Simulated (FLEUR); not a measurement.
**Anisotropy of FePt (volume factor 1.04 on the database's cell) with FLEUR**

One state of FePt (volume factor 1.04 on the database's cell) is converged without symmetry. Force theorems then give its anisotropy.

Calculated with FLEUR MaX-R8.1; PBE; all-electron FLAPW, Dirac cores, scalar-relativistic bands.

### 1. The starting structure

It takes space group P4/mmm (No. 123, tetragonal). Conventional cell: a = 2.759 Å, b = 2.759 Å, c = 3.769 Å, α = 90.00°, β = 90.00°, γ = 90.00°. Fe has 8 Pt at 2.71 Å and 4 Fe at 2.76 Å nearest. Nearest to Pt lie 8 Fe at 2.71 Å and 4 Pt at 2.76 Å. Farther neighbours are not listed.

As a file:

```xyz
2
Lattice="2.7593 0.0000 0.0000 0.0000 2.7593 0.0000 0.0000 0.0000 3.7690" Properties=species:S:1:pos:R:3 pbc="T T T"
Fe    0.0000    0.0000    0.0000
Pt    1.3797    1.3797    1.8845
```

The cell is strained on purpose: volume factor 1.04 on the database's cell.

### 2. Self-consistent state

The force theorems are single passes in this state's potential, so it has to be converged first.

No symmetry is used, so that later steps may turn the spins freely; k and −k are joined. inpgen writes inp.xml from crystal.txt; cutoffs, mixing, functional, smearing and local orbitals are then set in the file. The k list scf (kpts.xml, not shown) is a Γ-centred 10×10×10 mesh; where the ranks do not divide the number of points, some are split in two of half the weight.

The input, inp.xml:

```
<?xml version="1.0" encoding="UTF-8" standalone="no"?>
<fleurInput fleurInputVersion="0.39">
   <comment>
      FePt
   </comment>
   <calculationSetup>
      <cutoffs Kmax="3.6" Gmax="10.8" GmaxXC="10.8" numbands="0"/>
      <scfLoop itmax="110" minDistance="0.00002" maxIterBroyd="15" imix="Anderson" alpha="0.05" precondParam="0.0" spinf="2.0" sdNocoIR="T"/>
      <coreElectrons ctail="F" frcor="F" kcrel="0" coretail_lmax="0"/>
      <xcFunctional name="pbe" relativisticCorrections="F"/>
      <magnetism jspins="2" l_noco="F" l_ss="F">
         <qss>0.0 0.0 0.0</qss>
         <mtNocoParams l_mperp="F" l_mtNocoPot="F" l_relaxSQA="F" mag_mixing_scheme="0" mix_RelaxWeightOffD="1.0" l_constrained="F" mix_constr="1.0"/>
         <sourceFreeMag l_sourceFree="F" l_scaleMag="F" mag_scale="1.0"/>
      </magnetism>
      <soc l_soc="F" theta="0.0" phi="0.0" spav="F"/>
      <expertModes spex="0" secvar="F"/>
      <geometryOptimization l_f="F" forcealpha="1.0" forcemix="BFGS" epsdisp="0.00001" epsforce="0.00001"/>
      <ldaU l_linMix="F" mixParam="0.05" spinf="1.0"/>
   </calculationSetup>
   <cell>
      <bzIntegration valenceElectrons="32.0" mode="hist" fermiSmearingEnergy="0.00183747">
         <kPointListSelection listName="scf"/>
         <xi:include xmlns:xi="http://www.w3.org/2001/XInclude" href="kpts.xml"> </xi:include>
      </bzIntegration>
      <xi:include xmlns:xi="http://www.w3.org/2001/XInclude" href="sym.xml"> </xi:include>
      <bulkLattice scale="1.0">
         <bravaisMatrix>
            <row-1>    5.2143962043523588     0.0000000000000000     0.0000000000000000</row-1>
            <row-2>    0.0000000000000000     5.2143962043523588     0.0000000000000000</row-2>
            <row-3>    0.0000000000000000     0.0000000000000000     7.1222889086950207</row-3>
         </bravaisMatrix>
      </bulkLattice>
   </cell>
   <atomSpecies>
      <species name="Iron (Fe) 2.800" element="Fe" atomicNumber="26">
         <mtSphere radius="2.5" gridPoints="827" logIncrement="0.015"/>
         <atomicCutoffs lmax="10" lnonsphr="8"/>
         <electronConfig flipSpins="F">
            <coreConfig>(1s1/2) (2s1/2) (2p1/2) (2p3/2)</coreConfig>
            <valenceConfig>(3s1/2) (3p1/2) (3p3/2) (4s1/2) (3d3/2) (3d5/2)</valenceConfig>
            <stateOccupation state="(3d3/2)" spinUp="1.4" spinDown="1.0"/>
            <stateOccupation state="(3d5/2)" spinUp="3.0" spinDown="0.6"/>
         </electronConfig>
         <energyParameters s="4" p="4" d="3" f="4"/>
         <lo type="SCLO" l="0" n="3" eDeriv="0"/>
         <lo type="SCLO" l="1" n="3" eDeriv="0"/>
      </species>
      <species name="Platinum (Pt)" element="Pt" atomicNumber="78">
         <mtSphere radius="2.5" gridPoints="827" logIncrement="0.016"/>
         <atomicCutoffs lmax="10" lnonsphr="8"/>
         <electronConfig flipSpins="F">
            <coreConfig>(1s1/2) (2s1/2) (2p1/2) (2p3/2) (3s1/2) (3p1/2) (3p3/2) (4s1/2) (3d3/2) (3d5/2) (4p1/2) (4p3/2) (5s1/2) (4d3/2) (4d5/2) (4f5/2) (4f7/2)</coreConfig>
            <valenceConfig>(5p1/2) (5p3/2) (6s1/2) (5d3/2) (5d5/2)</valenceConfig>
            <stateOccupation state="(6s1/2)" spinUp="0.500000" spinDown="0.500000"/>
            <stateOccupation state="(5d3/2)" spinUp="1.800000" spinDown="1.800000"/>
            <stateOccupation state="(5d5/2)" spinUp="2.700000" spinDown="2.700000"/>
         </electronConfig>
         <energyParameters s="6" p="6" d="5" f="5"/>
         <lo type="SCLO" l="1" n="5" eDeriv="0"/>
      </species>
   </atomSpecies>
   <atomGroups>
      <atomGroup species="Iron (Fe) 2.800">
         <relPos label="                   1">.0000000000 .0000000000 .0000000000</relPos>
         <force calculate="T" relaxXYZ="TTT"/>
         <nocoParams  alpha="0.0" beta="0.0"/>
      </atomGroup>
      <atomGroup species="Platinum (Pt)">
         <relPos label="                   2">1.000/2.000 1.000/2.000 1.000/2.000</relPos>
         <force calculate="T" relaxXYZ="TTT"/>
         <nocoParams  alpha="0.0" beta="0.0"/>
      </atomGroup>
   </atomGroups>
   <output dos="F" band="F" slice="F">
      <bandDOS minEnergy="-.5*Htr" maxEnergy="0.5*Htr" sigma="0.015" storeEVData="T"/>
      <plotting iplot="0" polar="F">
         <plot TwoD="T" vec1="  1.0  0.0  0.0" vec2="  0.0  1.0  0.0" vec3="  0.0  0.0  1.0" zero="  0.0  0.0  0.0" file="plot"/>
      </plotting>
      <moessbauerParams electricFieldGradient="F" isomerShift="F" coreHyperfine="F" valenceHyperfine="F"/>
   </output>
</fleurInput>
```

The input, crystal.txt:

```
FePt
&input film=F cartesian=F /
2.75933964000  0.00000000000  0.00000000000
0.00000000000  2.75933964000  0.00000000000
0.00000000000  0.00000000000  3.76895298000
1.8897261246
1.0 1.0 1.0

2
26 0.00000000000  0.00000000000  0.00000000000 : 2.800
78 0.50000000000  0.50000000000  0.50000000000

&kpt div1=10 div2=10 div3=10 gamma=T /
```

Launch:

```console
OMP_NUM_THREADS=1 inpgen -f crystal.txt -nosym -noco > inpgen.log  # inp.xml is then edited as shown
OMP_NUM_THREADS=1 mpirun -n 4 fleur_MPI > fleur.log
```

Log:

```text
Welcome to FLEUR        (www.flapw.de)
      MaX-Release 8.1          (www.max-centre.eu)

 ========== k-point set info ==========
 Selected k-point list: scf
 k-point list type: mesh
 0 x 0 x 0
 Number of k points: 504

 ------------Calculation Setup---------------------------
 Number of MPI-tasks      :            4
 Number of PE/node        :            4
 Number of OMP-threads    :            1
 k-points in parallel     :            4
 pe's per k-point         :            1
 No of k-point loops      :          126
 Eigenvalue solver        :       lapack
 Number of basis functions:          172
 Approximate size of matrices (H+S) per k-point:         0.001 GB
 --------------------------------------------------------
 Complex matrix made real
 Complex matrix made real
 Iteration:     1   Distance:      39.20040959 me/bohr^3
 Iteration:     2   Distance:      15.00331542 me/bohr^3
 Iteration:     3   Distance:      12.52807537 me/bohr^3
 Iteration:     4   Distance:       9.77114158 me/bohr^3
 Iteration:     5   Distance:       9.05002225 me/bohr^3
 Iteration:     6   Distance:      10.26443679 me/bohr^3
 Iteration:     7   Distance:       3.33547746 me/bohr^3
 Iteration:     8   Distance:       2.51449377 me/bohr^3
 Iteration:     9   Distance:       0.83292389 me/bohr^3
 Iteration:    10   Distance:       0.38432109 me/bohr^3
 Iteration:    11   Distance:       0.14932228 me/bohr^3
 Iteration:    12   Distance:       0.15026356 me/bohr^3
 Iteration:    13   Distance:       0.02183522 me/bohr^3
 Iteration:    14   Distance:       0.03821809 me/bohr^3
 Iteration:    15   Distance:       0.01095282 me/bohr^3
 Iteration:    16   Distance:       0.00978797 me/bohr^3
 Iteration:    17   Distance:       0.00800714 me/bohr^3
 Iteration:    18   Distance:       0.00184890 me/bohr^3
 Iteration:    19   Distance:       0.00069422 me/bohr^3
 Iteration:    20   Distance:       0.00056037 me/bohr^3
 Iteration:    21   Distance:       0.00033841 me/bohr^3
 Iteration:    22   Distance:       0.00012025 me/bohr^3
 Iteration:    23   Distance:       0.00002756 me/bohr^3
 Iteration:    24   Distance:       0.00002109 me/bohr^3
 Iteration:    25   Distance:       0.00000889 me/bohr^3

 ********************************************************************
 Run finished successfully
 Stop message:
   all done
 ********************************************************************

--- out.xml (last complete iteration) ---
<iteration numberForCurrentRun="   25" overallNumber="   25">
         [... left out ...]
         <bandgap value="0.0005690177" units="eV"/>
         <sumValenceSingleParticleEnergies value="-19.2982763973" units="Htr"/>
         <FermiEnergy value="0.3923607774" units="Htr"/>
         <valenceDensity>
            <mtCharges spin="1">
               <mtCharge atomType="1" total="9.1191328" s="1.2255134" p="3.2334329" d="4.6268315" f="0.0245374"/>
               <mtCharge atomType="2" total="7.4807583" s="0.2598028" p="3.1711926" d="4.0195464" f="0.0232183"/>
            </mtCharges>
            <mtCharges spin="2">
               <mtCharge atomType="1" total="6.0669832" s="1.2165480" p="3.2415911" d="1.5774584" f="0.0231911"/>
               <mtCharge atomType="2" total="7.0820639" s="0.2779463" p="3.2120265" d="3.5671779" f="0.0194614"/>
            </mtCharges>
            <spinDependentCharge spin="1" total="17.6905550" interstitial="1.0906640" mtSpheres="16.5998911"/>
            <spinDependentCharge spin="2" total="14.3094450" interstitial="1.1603978" mtSpheres="13.1490472"/>
            <totalCharge value="32.0000000000"/>
         </valenceDensity>
         [... left out ...]
         <allElectronCharges>
            <spinDependentCharge spin="1" total="53.6905551" interstitial="1.0912104" mtSpheres="52.5993446"/>
            <spinDependentCharge spin="2" total="50.3094450" interstitial="1.1609474" mtSpheres="49.1484975"/>
            <totalCharge value="104.0000000087"/>
         </allElectronCharges>
         <magneticMomentsInMTSpheres units="muBohr">
            <globalMagMoment atomType="1" vec="0.00000   0.00000   3.05215"/>
            <localMagMoment atomType="1" vec="0.00000   0.00000   3.05215"/>
            <globalMagMoment atomType="2" vec="0.00000   0.00000   0.39870"/>
            <localMagMoment atomType="2" vec="0.00000   0.00000   0.39870"/>
         </magneticMomentsInMTSpheres>
         <moessbauerParams unitsHFF="kG" unitsIS="e/bohr^3" unitsEFG="Htr/bohr^2">
         </moessbauerParams>
         <totalEnergy value="   -19719.5495895384" units="Htr">
            <sumOfEigenvalues value="   -12064.7010184249">
               <coreElectrons value="-12045.4027420276"/>
               <valenceElectrons value="-19.2982763973"/>
            </sumOfEigenvalues>
            <densityCoulombPotentialIntegral value="-33925.3133842290"/>
            <densityEffectivePotentialIntegral value="-34465.5533256174"/>
            <chargeDenXCDenIntegral value="-413.2679457429"/>
            <FockExchangeEnergyValence value="0.0000000000"/>
            <FockExchangeEnergyCore value="0.0000000000"/>
            <atomTypeDependentContributions atomType="1">
               <electronNucleiInteractionDifferentMTs value="1521.3643872568"/>
               <MadelungTerm value="-9.4826519041"/>
            </atomTypeDependentContributions>
            <atomTypeDependentContributions atomType="2">
               <electronNucleiInteractionDifferentMTs value="23176.4604214904"/>
               <MadelungTerm value="-37.1697982222"/>
            </atomTypeDependentContributions>
            <tkbTimesEntropy value="0.0003272830"/>
            <freeEnergy value="-19719.5499168214"/>
            <extrapolationTo0K value="-19719.5497531799"/>
         </totalEnergy>
         <densityConvergence units="me/bohr^3">
            <chargeDensity spin="1" distance="0.0000028477"/>
            <chargeDensity spin="2" distance="0.0000068870"/>
            <overallChargeDensity distance="0.0000056558"/>
            <spinDensity distance="0.0000088934"/>
         </densityConvergence>
      </iteration>
```

Wall time 4.6 min (4 MPI ranks of Arm Neoverse V1, shared host); peak memory 0.62 GiB.

Numbers from this step:

* free energy: -536596.2894 eV
* program's band gap on this mesh (in a metal only a level spacing): 5.69e-4 eV
* magnetization: 3.381 μB
* final state: ferromagnetic
* largest moment: 3.052 μB

After 25 cycles the largest moment stands at 3.05 μB.

### 3. Energy against the direction of the moments, rung 1

Anisotropy is a small difference, so it is taken from sums over occupied states at a frozen potential, where most errors cancel.

One pass with spin–orbit coupling for each direction, from the saved density. Inversion lets half of the mesh serve, which the program's warning doesn't know. The k list mae (kpts.xml, not shown) is a Γ-centred 14×14×10 mesh.

inp.xml: that of step 2 with these lines changed.

```diff
@@ -6,4 +6,4 @@
    <calculationSetup>
-      <cutoffs Kmax="3.6" Gmax="10.8" GmaxXC="10.8" numbands="0"/>
-      <scfLoop itmax="110" minDistance="0.00002" maxIterBroyd="15" imix="Anderson" alpha="0.05" precondParam="0.0" spinf="2.0" sdNocoIR="T"/>
+      <cutoffs Kmax="3.6" Gmax="10.8" GmaxXC="10.8" numbands="72"/>
+      <scfLoop itmax="1" minDistance="0.00002" maxIterBroyd="15" imix="Anderson" alpha="0.05" precondParam="0.0" spinf="2.0" sdNocoIR="T"/>
       <coreElectrons ctail="F" frcor="F" kcrel="0" coretail_lmax="0"/>
@@ -15,3 +15,3 @@
       </magnetism>
-      <soc l_soc="F" theta="0.0" phi="0.0" spav="F"/>
+      <soc l_soc="T" theta="0.0" phi="0.0" spav="F"/>
       <expertModes spex="0" secvar="F"/>
@@ -22,3 +22,3 @@
       <bzIntegration valenceElectrons="32.0" mode="hist" fermiSmearingEnergy="0.00183747">
-         <kPointListSelection listName="scf"/>
+         <kPointListSelection listName="mae"/>
          <xi:include xmlns:xi="http://www.w3.org/2001/XInclude" href="kpts.xml"> </xi:include>
@@ -81,2 +81,5 @@
    </output>
+   <forceTheorem>
+      <MAE theta="0.0 1.5707963 1.5707963 0.7853982" phi="0.0 0.0 0.7853982 0.0"/>
+   </forceTheorem>
 </fleurInput>
```

Launch:

```console
OMP_NUM_THREADS=1 mpirun -n 4 fleur_MPI -warn_only > fleur.log
```

Log:

```text
[banner, memory and clock lines left out]
Welcome to FLEUR        (www.flapw.de)
      MaX-Release 8.1          (www.max-centre.eu)
************FLEUR-Warning*****************
Error message: k-point set is not compatible to missing time-reversal symmetry in calculation.
Error occurred in subroutine: gen_bz
Error from PE:0/4
Other PEs with error messages:
     1-k-point set is not compatible to missing time-reversal symmetry in calculation.
*****************************************

 ========== k-point set info ==========
 Selected k-point list: mae
 k-point list type: mesh
 0 x 0 x 0
 Number of k points: 984

 [... set-up left out ...]
 ********************************************************************
 Run finished successfully
 Stop message:
   Forcetheorem MAE
 ********************************************************************

--- out.xml (force theorem) ---
<Forcetheorem_MAE Angles="4" units="Htr">
            <Angle theta="0.0000000" phi="0.0000000" ev-sum="-19.342667455"/>
            <Angle theta="1.5707963" phi="0.0000000" ev-sum="-19.342586842"/>
            <Angle theta="1.5707963" phi="0.7853982" ev-sum="-19.342587980"/>
            <Angle theta="0.7853982" phi="0.0000000" ev-sum="-19.342627995"/>
         </Forcetheorem_MAE>
```

Elapsed: 1.7 min, on 4 MPI ranks; peak memory 1.1 GiB; 6.9 min of CPU time.

Anisotropy energies, by row:

```tsv
axis	x	y	z	band energy less the first axis' (meV a cell)
[001]	0	0	1	0
[100]	1	0	0	2.194
[110]	0.7071	0.7071	0	2.163
45 degrees from [001] toward [100]	0.7071	0	0.7071	1.074
```

Indices are those of the standard conventional cell; x, y, z give the same directions in the axes of the input.

### 4. Energy against the direction of the moments, rung 2

A second rung shows how far the first can be trusted.

The k list mae (kpts.xml, not shown) is a Γ-centred 20×20×15 mesh.

inp.xml is that of step 3.

Log:

```text
[banner, memory and clock lines left out]
Welcome to FLEUR        (www.flapw.de)
      MaX-Release 8.1          (www.max-centre.eu)
************FLEUR-Warning*****************
Error message: k-point set is not compatible to missing time-reversal symmetry in calculation.
Error occurred in subroutine: gen_bz
Error from PE:0/4
Other PEs with error messages:
     2-k-point set is not compatible to missing time-reversal symmetry in calculation.
*****************************************

 ========== k-point set info ==========
 Selected k-point list: mae
 k-point list type: mesh
 0 x 0 x 0
 Number of k points: 3004

 [... set-up left out ...]
 ********************************************************************
 Run finished successfully
 Stop message:
   Forcetheorem MAE
 ********************************************************************

--- out.xml (force theorem) ---
<Forcetheorem_MAE Angles="4" units="Htr">
            <Angle theta="0.0000000" phi="0.0000000" ev-sum="-19.342692691"/>
            <Angle theta="1.5707963" phi="0.0000000" ev-sum="-19.342613162"/>
            <Angle theta="1.5707963" phi="0.7853982" ev-sum="-19.342613983"/>
            <Angle theta="0.7853982" phi="0.0000000" ev-sum="-19.342653573"/>
         </Forcetheorem_MAE>
```

It took 5.2 min on 4 MPI ranks; peak memory 2.7 GiB.

Anisotropy energies, by row:

```tsv
axis	x	y	z	band energy less the first axis' (meV a cell)
[001]	0	0	1	0
[100]	1	0	0	2.164
[110]	0.7071	0.7071	0	2.142
45 degrees from [001] toward [100]	0.7071	0	0.7071	1.064
```

[end of part 1 of 2]

[Logs and program files are shortened in this print: banners, set-up blocks, solver, clock and traceback lines can be left out without a mark of their own.]

[Logs are printed without paths, hosts, clocks, repeated set-up lines and the standing remarks that a program may print on its own settings, such as how far it seeks lower states.]

[Hosts, paths, dates, database ids (printed as entryN), source tags and the programs' standing remarks are cut or masked in the printed files.]

[Where a cell is said to come from a database of computed structures, the database is the Materials Project.]
